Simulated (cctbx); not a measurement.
# Symmetry from intensities

Cell: a = 11.9770 Å, b = 7.4180 Å, c = 13.1180 Å, α = 90.00°, β = 90.00°, γ = 90.00°. Expected content of the cell: Eu28 Rh2 Be2.

The data are simulated with cctbx, not measured: Mo Kα, λ = 0.71073 Å, to d = 0.65 Å, 50 % of the full sphere, strongest reflection 20000 counts, noise from counting, a 1.5 % proportional error and a noise floor of 4 counts (s.d.); no absorption.

A first pass over the reflections prints:

```text
8866 reflections to d = 0.650 A
centring   violations  <I/sigma> of those
    A          0 of  4459      0.0
    B       1371 of  4386      3.5
    C       1371 of  4435      3.4
    I       1039 of  4454      3.0
    R       1583 of  5906      4.4
    F       1371 of  6640      2.3
Laue class    unique    Rint  (classes that these axes allow; Friedel mates merged)
A 1 2/m 1        2158   0.025
A 1 1 2/m        2126   0.026
A m m m          1251   0.028
space group    extra absences  I>4sigma  <I/sigma>
A 2 2 2                 0          0         -  acentric
A 2 m m                 0          0         -  acentric
A m m 2                 0          0         -  acentric
A m 2 m                 0          0         -  acentric
A m m m                 0          0         -  centric
Wilson B = 0.82 A^2   <|E^2-1|> = 1.311 (0.968 centric, 0.736 acentric)   E^2>4: 6.6 %
shell (A)         n   <I/sigma>
11.98 - 1.30    173     19.5
 1.30 - 1.03    164     19.6
 1.03 - 0.90    157     13.5
 0.90 - 0.82    149     17.8
 0.82 - 0.76    151     12.7
 0.76 - 0.72    160     13.2
 0.72 - 0.68    133     14.6
 0.68 - 0.65    164      9.8
```

Q: Read the symmetry from these tables.

The reflections that A centring forbids are absent (⟨I/σ⟩ near 0), so the lattice is A.

Rint stays low (0.025 to 0.028) up to A m m m, the highest class in these axes.

5 settings pass the absence test. No glide or screw absences show, which leaves A 2 2 2, A 2 m m, A m m 2, A m 2 m and A m m m.

⟨|E²−1|⟩ = 1.311 is above even the centric ideal, a mark of pseudo-translation (a class of systematically weak reflections). It says nothing here on a centre of symmetry. The Wilson B of 0.82 Å² means U ≈ 0.0104 Å².

The true group is Amm2 (no. 38), Laue class mmm, non-centrosymmetric. The tables only narrow the choice to the tied entries; cell content, site symmetry and trial solutions must settle it.

The model is made up (kin elements in a known structure type, no relaxation), so it says nothing on whether the phase exists.

[Logs are printed without paths, hosts, clocks, repeated set-up lines and the standing remarks that a program may print on its own settings, such as how far it seeks lower states.]
